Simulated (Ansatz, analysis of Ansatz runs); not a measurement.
## Hyperfine coupling of the [AlO4]0 centre in alpha-quartz (PBE)

Aim: the hyperfine coupling of the [AlO4]0 centre in alpha-quartz, to be set beside the measurement. Set-up: PBE, 72-site cell, PBE lattice, 420 eV, k: the single point 1/4 1/4 1/4 then 2x2x2 shifted 0.5 0.5 0.5, random start of 0.1 A. The model is a cell of 72 host atoms with 1 Si taken out and 1 Al put in. The isotropic coupling follows from the spin density at the nucleus, the nuclear g-factor and the total spin. Another start tests whether the structure found is the lowest.

What was measured. 17O that bears the hole, isotropic, printed as -26.0 G: -72.86 MHz, by EPR (quoted in “Hybrid functional calculations of the Al impurity in α-quartz: Hole localization and electron paramagnetic resonance parameters”, 2011, Roland Gillen and John Robertson, quoting earlier work (1981)). 27Al, isotropic, printed as -5.8 G: -16.25 MHz, by EPR (quoted in “Hybrid functional calculations of the Al impurity in α-quartz: Hole localization and electron paramagnetic resonance parameters”, 2011, Roland Gillen and John Robertson, quoting earlier work (1981)). The runs below try to reproduce this.

Calculated with Ansatz 0.2.0; plane-wave PAW DFT, PBE; relaxation of all atoms of a defect supercell.

**1. The structure**

The cell holds 72 atoms: 23 Si, 48 O and 1 Al. Cell: a = 10.037 Å, b = 10.037 Å, c = 11.018 Å, α = 90.0°, β = 90.0°, γ = 120.0°. It derives from SiO2 (space group P3_221). Nearest the centre at fractional (0.265, 0.265, 0.500): Al12 at 0.03 Å, O9 at 1.61 Å, O15 at 1.61 Å, O4 at 1.65 Å, O16 at 1.65 Å, Si47 at 3.10 Å, Si19 at 3.10 Å, Si1 at 3.13 Å.

The host's primitive cell comes from a first run (plane-wave PAW DFT, PBE; relaxation of the host's cell and atoms): vectors of 5.018, 5.018 and 5.509 Å. That is 13.35 Å³ an atom, 6.1 % over the diffraction cell's volume. The supercell is built on it.

**2. Relaxation, charge 0**

Every later number rests on the structure around the defect, so the atoms are relaxed at the host's lattice first.

File relax/input.yaml:

```yaml
relax:
  f_tol: 0.02
  max_steps: 80
  random_displacement: { amplitude: 0.1, seed: 930 }
crystal:
  lattice:
    - [10.03667686, 0.0, 0.0]
    - [-5.01833843, 8.69201713, 0.0]
    - [0.0, 0.0, 11.01794814]
  atoms:
    - { symbol: Si, position: [0.238184543, 0.0, 0.333333333] }
    - { symbol: Si, position: [0.0, 0.238184543, 0.166666667] }
    - { symbol: Si, position: [0.261815457, 0.261815457, 0.0] }
    - { symbol: O, position: [0.20720344, 0.128060005, 0.397141941] }
    - { symbol: O, position: [0.371939995, 0.079143435, 0.230475274] }
    - { symbol: O, position: [0.420856565, 0.29279656, 0.063808608] }
    - { symbol: O, position: [0.128060005, 0.20720344, 0.102858059] }
    - { symbol: O, position: [0.079143435, 0.371939995, 0.269524726] }
    - { symbol: O, position: [0.29279656, 0.420856565, 0.436191392] }
    - { symbol: Si, position: [0.238184543, 0.0, 0.833333333] }
    - { symbol: Si, position: [0.0, 0.238184543, 0.666666667] }
    - { symbol: Al, position: [0.261815457, 0.261815457, 0.5] }
    - { symbol: O, position: [0.20720344, 0.128060005, 0.897141941] }
    - { symbol: O, position: [0.371939995, 0.079143435, 0.730475274] }
    - { symbol: O, position: [0.420856565, 0.29279656, 0.563808608] }
    - { symbol: O, position: [0.128060005, 0.20720344, 0.602858059] }
    - { symbol: O, position: [0.079143435, 0.371939995, 0.769524726] }
    - { symbol: O, position: [0.29279656, 0.420856565, 0.936191392] }
    - { symbol: Si, position: [0.238184543, 0.5, 0.333333333] }
    - { symbol: Si, position: [0.0, 0.738184543, 0.166666667] }
    - { symbol: Si, position: [0.261815457, 0.761815457, 0.0] }
    - { symbol: O, position: [0.20720344, 0.628060005, 0.397141941] }
    - { symbol: O, position: [0.371939995, 0.579143435, 0.230475274] }
    - { symbol: O, position: [0.420856565, 0.79279656, 0.063808608] }
    - { symbol: O, position: [0.128060005, 0.70720344, 0.102858059] }
    - { symbol: O, position: [0.079143435, 0.871939995, 0.269524726] }
    - { symbol: O, position: [0.29279656, 0.920856565, 0.436191392] }
    - { symbol: Si, position: [0.238184543, 0.5, 0.833333333] }
    - { symbol: Si, position: [0.0, 0.738184543, 0.666666667] }
    - { symbol: Si, position: [0.261815457, 0.761815457, 0.5] }
    - { symbol: O, position: [0.20720344, 0.628060005, 0.897141941] }
    - { symbol: O, position: [0.371939995, 0.579143435, 0.730475274] }
    - { symbol: O, position: [0.420856565, 0.79279656, 0.563808608] }
    - { symbol: O, position: [0.128060005, 0.70720344, 0.602858059] }
    - { symbol: O, position: [0.079143435, 0.871939995, 0.769524726] }
    - { symbol: O, position: [0.29279656, 0.920856565, 0.936191392] }
    - { symbol: Si, position: [0.738184543, 0.0, 0.333333333] }
    - { symbol: Si, position: [0.5, 0.238184543, 0.166666667] }
    - { symbol: Si, position: [0.761815457, 0.261815457, 0.0] }
    - { symbol: O, position: [0.70720344, 0.128060005, 0.397141941] }
    - { symbol: O, position: [0.871939995, 0.079143435, 0.230475274] }
    - { symbol: O, position: [0.920856565, 0.29279656, 0.063808608] }
    - { symbol: O, position: [0.628060005, 0.20720344, 0.102858059] }
    - { symbol: O, position: [0.579143435, 0.371939995, 0.269524726] }
    - { symbol: O, position: [0.79279656, 0.420856565, 0.436191392] }
    - { symbol: Si, position: [0.738184543, 0.0, 0.833333333] }
    - { symbol: Si, position: [0.5, 0.238184543, 0.666666667] }
    - { symbol: Si, position: [0.761815457, 0.261815457, 0.5] }
    - { symbol: O, position: [0.70720344, 0.128060005, 0.897141941] }
    - { symbol: O, position: [0.871939995, 0.079143435, 0.730475274] }
    - { symbol: O, position: [0.920856565, 0.29279656, 0.563808608] }
    - { symbol: O, position: [0.628060005, 0.20720344, 0.602858059] }
    - { symbol: O, position: [0.579143435, 0.371939995, 0.769524726] }
    - { symbol: O, position: [0.79279656, 0.420856565, 0.936191392] }
    - { symbol: Si, position: [0.738184543, 0.5, 0.333333333] }
    - { symbol: Si, position: [0.5, 0.738184543, 0.166666667] }
    - { symbol: Si, position: [0.761815457, 0.761815457, 0.0] }
    - { symbol: O, position: [0.70720344, 0.628060005, 0.397141941] }
    - { symbol: O, position: [0.871939995, 0.579143435, 0.230475274] }
    - { symbol: O, position: [0.920856565, 0.79279656, 0.063808608] }
    - { symbol: O, position: [0.628060005, 0.70720344, 0.102858059] }
    - { symbol: O, position: [0.579143435, 0.871939995, 0.269524726] }
    - { symbol: O, position: [0.79279656, 0.920856565, 0.436191392] }
    - { symbol: Si, position: [0.738184543, 0.5, 0.833333333] }
    - { symbol: Si, position: [0.5, 0.738184543, 0.666666667] }
    - { symbol: Si, position: [0.761815457, 0.761815457, 0.5] }
    - { symbol: O, position: [0.70720344, 0.628060005, 0.897141941] }
    - { symbol: O, position: [0.871939995, 0.579143435, 0.730475274] }
    - { symbol: O, position: [0.920856565, 0.79279656, 0.563808608] }
    - { symbol: O, position: [0.628060005, 0.70720344, 0.602858059] }
    - { symbol: O, position: [0.579143435, 0.871939995, 0.769524726] }
    - { symbol: O, position: [0.79279656, 0.920856565, 0.936191392] }
basis:
  ecutwfc: 420
  xc_grid: 2
hamiltonian:
  xc: pbe
kpoints:
  mp_grid: { grid: [1, 1, 1], shift: [0.25, 0.25, 0.25] }
magnetization:
  spin_polarized: true
  initial_magnetization: 1
  spin_locking: { lock_magnetization: hard }
scf:
  occupations: { method: fermi_dirac, width: 0.01 }
  max_iter: 120
output:
  forces: true
checkpoint:
  write: "../relax.run"
  compress: false
  write_wavefunctions: true
  write_every: 100000
```

Launch:

```bash
> ansatz run input.yaml --threads 2 --pin off --max-ram 3768MiB --backend cpu --events-out ev --progress --plain --runs-dir out
```

Numbers of over 12 decimals in the logs are rounded to 6 here.

Output:

```text
[... repeated set-up lines and file paths are left out, and long positions are rounded to six places ...]
Engine: ansatz 0.2.0, aarch64-unknown-linux-gnu
Pseudopotentials: kind: paw
Pseudopotential: Si, paw, valence charge 4, recommended cutoff 420 eV (normal), Si.paw.azcp
Pseudopotential: O, paw, valence charge 6, recommended cutoff 420 eV (normal), O.paw.azcp
Pseudopotential: Al, paw, valence charge 3, recommended cutoff 420 eV (normal), Al.paw.azcp
Functional definition: PBE
  parameter kappa = 0.804
  parameter beta = 0.066725
  exchange = pbe_x(kappa = kappa, mu = beta*pi^2/3)
  correlation = pbe_c(beta = beta)
Crystal: 72 atoms, lattice volume = 961.194 Å³
Basis set: ecut = 420 eV, 18781 PW (Γ), exchange–correlation on 144×144×150 points (8 copies of the dense FFT grid, shifted against one another)
Bands: 264, of which v1, the nominal top of the filled ones, is band 192 counted from 1 (191 counted from 0)
Symmetry: 1 space group operations
k-points: 1
Non-local potential: Si, projectors of the file, l = 0: 2, l = 1: 2, l = 2: 2
Non-local potential: O, projectors of the file, l = 0: 2, l = 1: 2, l = 2: 1
Non-local potential: Al, projectors of the file, l = 0: 2, l = 1: 2, l = 2: 1
PAW form: soft (Blöchl's): semilocal exchange-correlation on the pseudo side does not see the compensation charge
PAW one-centre angular grid: Si, 110 points (default); XC on 64 Gauss nodes
PAW one-centre angular grid: O, 110 points (default); XC on 64 Gauss nodes
PAW one-centre angular grid: Al, 110 points (default); XC on 64 Gauss nodes
Initial density: superposition of atomic densities (chi_scale 0.1, normalization cell, long waves kept (reshape's long-wave potential 0.07 eV rms))
Starting moments: Σ|m| = 1 μB on 72 of 72 sites
Initial wavefunctions: pseudopotential atomic-orbital guess
Functional: x = pbe(κ = 0.804, μ = 0.219515), c = pbe(β = 0.066725)
SCF iter   1: F=—  HF=-42509.623875 eV  |F-HF|=—  |Δ(HF+E_count)|=         —  Δρ=6.47e-2 (↑6.47e-2 ↓6.46e-2)  dr2=1.51e2  dr2_m=2.53e-1  M=1.000 μB ∫|m|=1.028 μB  β_m=0.30  ethr=3.10e-3  ⟨swp⟩=6.0  Hψ=2140  notcnv=0  defer=122
preconditioner: auto → Resta (q_TF=auto, 2.340 Å⁻¹)  ε∞=2.8  [insulator: Δε(μ)=0.096 eV  Ē_g=17.670 eV  σ=0.010 eV  W_gap=0.98  n_scr=212 (ndim 8)  ℏωp=23.4 eV  f_vac=0.012  D(μ)=1.70/eV (n_scr^D=0)  ε∞_Penn≈2.8]
spin=Collinear: Resta preconditioning applied to the charge; magnetization (m = ρ↑ − ρ↓) channel mixes plain (no charge-response kernel on spin).
SCF iter   2: F=—  HF=-42473.586616 eV  |F-HF|=—  |Δ(HF+E_count)|=    3.60e1  Δρ=3.23e-2 (↑2.94e-2 ↓3.23e-2)  dr2=3.28e1  dr2_m=4.81e-1  M=1.000 μB ∫|m|=1.070 μB  β_m=0.41  ethr=3.10e-3  ⟨swp⟩=3.0  Hψ=1012  notcnv=0  defer=134
SCF iter   3: F=—  HF=-42467.457643 eV  |F-HF|=—  |Δ(HF+E_count)|=    6.13e0  Δρ=2.34e-2 (↑1.50e-2 ↓2.34e-2)  dr2=9.42e0  dr2_m=5.57e-1  M=1.000 μB ∫|m|=1.108 μB  β_m=0.42  ethr=3.10e-3  ⟨swp⟩=2.0  Hψ=969  notcnv=0  defer=134
SCF iter   4: F=—  HF=-42466.626999 eV  |F-HF|=—  |Δ(HF+E_count)|=   8.31e-1  Δρ=1.32e-2 (↑9.50e-3 ↓1.32e-2)  dr2=3.06e0  dr2_m=1.39e-1  M=1.000 μB ∫|m|=1.089 μB  β_m=0.45  ethr=2.46e-3  ⟨swp⟩=3.0  Hψ=699  notcnv=0  defer=134
SCF iter   5: F=—  HF=-42466.455741 eV  |F-HF|=—  |Δ(HF+E_count)|=   1.71e-1  Δρ=5.64e-3 (↑4.60e-3 ↓5.64e-3)  dr2=7.20e-1  dr2_m=1.49e-2  M=1.000 μB ∫|m|=1.069 μB  β_m=0.44  ethr=7.99e-4  ⟨swp⟩=2.0  Hψ=909  notcnv=0  defer=134
SCF iter   6: F=—  HF=-42466.518112 eV  |F-HF|=—  |Δ(HF+E_count)|=   6.24e-2  Δρ=6.78e-3 (↑1.41e-3 ↓6.78e-3)  dr2=6.69e-1  dr2_m=9.08e-2  M=1.000 μB ∫|m|=1.105 μB  β_m=0.42  ethr=1.88e-4  ⟨swp⟩=2.0  Hψ=698  notcnv=0  defer=134
SCF iter   7: F=—  HF=-42466.513959 eV  |F-HF|=—  |Δ(HF+E_count)|=   4.15e-3  Δρ=5.95e-3 (↑7.36e-4 ↓5.95e-3)  dr2=4.30e-1  dr2_m=7.65e-2  M=1.000 μB ∫|m|=1.094 μB  β_m=0.42  ethr=1.75e-4  ⟨swp⟩=2.0  Hψ=412  notcnv=0  defer=134
SCF iter   8: F=—  HF=-42466.513941 eV  |F-HF|=—  |Δ(HF+E_count)|=   1.73e-5  Δρ=1.60e-3 (↑6.56e-4 ↓1.60e-3)  dr2=3.54e-2  dr2_m=4.49e-3  M=1.000 μB ∫|m|=1.085 μB  β_m=0.43  ethr=1.12e-4  ⟨swp⟩=1.5  Hψ=502  notcnv=0  defer=134
SCF iter   9: F=—  HF=-42466.524583 eV  |F-HF|=—  |Δ(HF+E_count)|=   1.06e-2  Δρ=5.34e-3 (↑3.57e-4 ↓5.34e-3)  dr2=3.58e-1  dr2_m=6.28e-2  M=1.000 μB ∫|m|=1.094 μB  β_m=0.43  ethr=9.25e-6  ⟨swp⟩=2.0  Hψ=659  notcnv=0  defer=134
SCF iter  10: F=—  HF=-42466.523196 eV  |F-HF|=—  |Δ(HF+E_count)|=   1.39e-3  Δρ=1.29e-3 (↑2.14e-4 ↓1.29e-3)  dr2=2.00e-2  dr2_m=3.72e-3  M=1.000 μB ∫|m|=1.089 μB  β_m=0.41  ethr=9.25e-6  ⟨swp⟩=2.5  Hψ=553  notcnv=0  defer=134
SCF iter  11: F=—  HF=-42466.524611 eV  |F-HF|=—  |Δ(HF+E_count)|=   1.41e-3  Δρ=9.92e-4 (↑1.20e-4 ↓9.92e-4)  dr2=1.21e-2  dr2_m=2.15e-3  M=1.000 μB ∫|m|=1.089 μB  β_m=0.49  ethr=5.23e-6  ⟨swp⟩=2.0  Hψ=404  notcnv=0  defer=134
SCF iter  12: F=—  HF=-42466.525032 eV  |F-HF|=—  |Δ(HF+E_count)|=   4.21e-4  Δρ=2.78e-4 (↑3.97e-5 ↓2.78e-4)  dr2=7.95e-4  dr2_m=1.83e-4  M=1.000 μB ∫|m|=1.089 μB  β_m=0.61  ethr=3.16e-6  ⟨swp⟩=2.0  Hψ=405  notcnv=0  defer=134
SCF iter  13: F=—  HF=-42466.524154 eV  |F-HF|=—  |Δ(HF+E_count)|=   8.78e-4  Δρ=2.56e-4 (↑2.50e-5 ↓2.56e-4)  dr2=8.33e-4  dr2_m=1.43e-4  M=1.000 μB ∫|m|=1.089 μB  β_m=0.58  ethr=2.08e-7  ⟨swp⟩=2.0  Hψ=549  notcnv=0  defer=134
[...]
SCF iter  17: F=-42466.524143 eV  HF=-42466.524143 eV  |F-HF|=2.99e-7  |Δ(HF+E_count)|=   8.54e-9  Δρ=5.68e-6 (↑1.30e-6 ↓5.68e-6)  dr2=4.17e-7  dr2_m=6.60e-8  M=1.000 μB ∫|m|=1.089 μB  ethr=1.95e-9  ⟨swp⟩=2.0  Hψ=912  notcnv=0
SCF 1 converged in 17 iterations: F = -42466.524143 eV  dr2 = 4.17e-7
  greatest PAW one-centre occupation: 0.875 electrons in one spin orbital (limit 2), on the O atom at site 62 (counted from 0), in its partial waves of l = 0
relax step   1: F+E_penalty+E_count = -42466.52414256 eV  Δ(F+E_penalty+E_count) = +0.000e0 eV  max|allowed force component| = 7.718e0 eV/Å  Δτ_max = 0.0000 Å  (17 SCF iters, dr2 threshold 1.00e-5 eV, accepted)
[...]
relax step   2: F+E_penalty+E_count = -42472.71576299 eV  Δ(F+E_penalty+E_count) = -6.192e0 eV  max|allowed force component| = 4.600e0 eV/Å  Δτ_max = 0.0739 Å  (14 SCF iters, dr2 threshold 1.00e-4 eV, accepted)
relax step   3: F+E_penalty+E_count = -42476.97087663 eV  Δ(F+E_penalty+E_count) = -4.255e0 eV  max|allowed force component| = 2.900e-1 eV/Å  Δτ_max = 0.2000 Å  (13 SCF iters, dr2 threshold 1.00e-4 eV, accepted)
relax step   4: F+E_penalty+E_count = -42476.94183692 eV  Δ(F+E_penalty+E_count) = +2.904e-2 eV  max|allowed force component| = 4.343e-1 eV/Å  Δτ_max = 0.1618 Å  (15 SCF iters, dr2 threshold 5.26e-6 eV, rejected (line search))
relax step   5: F+E_penalty+E_count = -42477.02846530 eV  Δ(F+E_penalty+E_count) = -5.759e-2 eV  max|allowed force component| = 9.291e-2 eV/Å  Δτ_max = 0.0809 Å  (16 SCF iters, accepted)
relax step   6: F+E_penalty+E_count = -42477.03239929 eV  Δ(F+E_penalty+E_count) = -3.934e-3 eV  max|allowed force component| = 3.039e-2 eV/Å  Δτ_max = 0.0326 Å  (14 SCF iters, dr2 threshold 5.40e-7 eV, accepted)
relax step   7: F+E_penalty+E_count = -42477.03250493 eV  Δ(F+E_penalty+E_count) = -1.056e-4 eV  max|allowed force component| = 3.100e-2 eV/Å  Δτ_max = 0.0099 Å  (11 SCF iters, accepted)
[...]
relax step   8: F+E_penalty+E_count = -42477.03272952 eV  Δ(F+E_penalty+E_count) = -2.246e-4 eV  max|allowed force component| = 1.924e-2 eV/Å  Δτ_max = 0.0043 Å  (10 SCF iters, accepted)
NSCF: frozen V_eff on 1 k-points
the band table was solved once a step of the walk had ended and its energy, with any forces and stress, was formed, with the checks that follow a solve (2534 applications of the Hamiltonian). They found nothing against the state; [...]
SCF converged after 10 iterations
Stability checked in part: among states of this total moment the steps that led to this state did not find it unstable. No probe was made; neither looks for a lower state of another moment (fixed_total_moment; see scf.lower_state_search)
Magnetization: 1.0000 μB (192.0000 up, 191.0000 down)
Absolute magnetization: 1.0999 μB (∫|ρ↑−ρ↓|, with the PAW one-centre terms)
Spin contamination: 0.0013 ħ² per cell (⟨S²⟩ above its minimum at these occupations)
Per-site moments (μB) at R_I (Å): [(-0.000867454, 0.665475), (-3.5388637747771585e-5, 0.670686), (-4.965954856955993e-5, 0.671172), [... 69 left out ...]
Free energy (F): -42477.032730 eV
Harris-Foulkes:  -42477.032730 eV  (|F-HF|=2.84e-10)
Internal energy: -42477.031864 eV  (E = F + TS)
E sigma→0 (E₀):  -42477.032297 eV
Entropy (-TS):   -0.000865 eV (-0.012 meV/atom)
Fermi energy:    2.100325 (↑ 5.198636, ↓ 2.100324) eV
--- Per-component energies (eV) ---
  E_band       = -1820.263435
  E_kinetic    = 9608.259793
  E_local      = -24321.485822  (includes V_loc(G=0)·N_el)
  E_nonlocal   = 2863.133876
  E_hartree    = 8761.314557
  E_xc         = -4877.284263
  E_vxc        = -5659.680930  (∫ρ·V_xc dr)
  E_paw        = -19899.009704  (= ΣΔE_a)
  E_vpaw       = -1833.244030  (= ΣTr[D̂ρ^β])
  E_aug_tail   = 0.124256  (compensation charges beyond the density's cutoff)
  E_ewald      = -14612.084558
  E_smearing   = -0.000865  (= −TS)
  E_closure    = -0.000000  (closes the sum)
  Σ components = -42477.032730   (vs F -42477.032730, Δ=0.00e0)
--- Forces (eV/Å), atoms counted from 1 ---
  atom   1  Si     0.00405967    -0.00473209     0.00012249
  atom   2  Si    -0.00126141    -0.00431257    -0.00237789
  [... 1 atom left out ...]
  atom   4  O     -0.00367984     0.01236496     0.01121355
  [... 4 atoms left out ...]
  atom   9  O      0.00343579    -0.00321746     0.00288270
  [... 1 atom left out ...]
  atom  11  Si     0.00047080    -0.00455624    -0.00227199
  atom  12  Al    -0.00876317    -0.00208631    -0.01924368
  [... 1 atom left out ...]
  atom  14  O     -0.00033736     0.00229096    -0.00276873
  atom  15  O      0.00853693    -0.00199101     0.00708006
  atom  16  O     -0.00301627     0.00123931     0.00388424
  [... 2 atoms left out ...]
  atom  19  Si     0.00128977     0.00028980     0.00141149
  [... 27 atoms left out ...]
  atom  47  Si     0.00166439     0.00390183    -0.00044506
  [... 25 atoms left out ...]
  max |Σ_I F_I| component: 7.29e-6 eV/Å
--- Band table (eV) ---
  k-point 0 ↑: bands = ["-17.1218", "-16.9927", "-16.9646", "-16.9134", [... 256 left out ...] "13.6871", "13.7496", "13.8265", "13.8420"]
  k-point 0 ↓: bands = ["-17.1132", "-16.9809", "-16.9557", "-16.9048", [... 256 left out ...] "13.6935", "13.7590", "13.8324", "13.8514"]
--- Relaxed structure (8 steps of the walk, 7 accepted, 0 SCFs on fresh bases) ---
  F+E_penalty+E_count = -42477.03272952 eV   max|allowed force component| = 1.924e-2 eV/Å
  atoms:
    - { symbol: Si, position: [0.237051, -0.000415, 0.329925] }
    - { symbol: Si, position: [0.002913, 0.239015, 0.166894] }
    [... 1 atom left out ...]
    - { symbol: O, position: [0.205959, 0.130302, 0.385476] }
    [... 4 atoms left out ...]
    - { symbol: O, position: [0.297266, 0.440645, 0.437113] }
    [... 1 atom left out ...]
    - { symbol: Si, position: [6.714217302733472e-5, 0.237922, 0.669333] }
    - { symbol: Al, position: [0.269944, 0.269540, 0.499908] }
    [... 1 atom left out ...]
    - { symbol: O, position: [0.375730, 0.078476, 0.731024] }
    - { symbol: O, position: [0.441392, 0.296625, 0.561431] }
    - { symbol: O, position: [0.131702, 0.207302, 0.614928] }
    [... 2 atoms left out ...]
    - { symbol: Si, position: [0.236620, 0.507360, 0.331209] }
    [... 27 atoms left out ...]
    - { symbol: Si, position: [0.508045, 0.236492, 0.667696] }
    [... 25 atoms left out ...]
```

The job ended after 8.4 min (2 threads of Arm Neoverse V2, shared host; peak memory 2.8 GiB; 16 min of CPU time).

(Continued in part 2 of 2.)

[Logs are printed without paths, hosts, clocks, repeated set-up lines and the standing remarks that a program may print on its own settings, such as how far it seeks lower states.]

[Hosts, paths, dates, database ids (printed as entryN), source tags and the programs' standing remarks are cut or masked in the printed files.]

[For some hosts the program warned that the k-mesh of the response run may be too coarse for force constants and the static dielectric constant; such warnings are not shown here.]
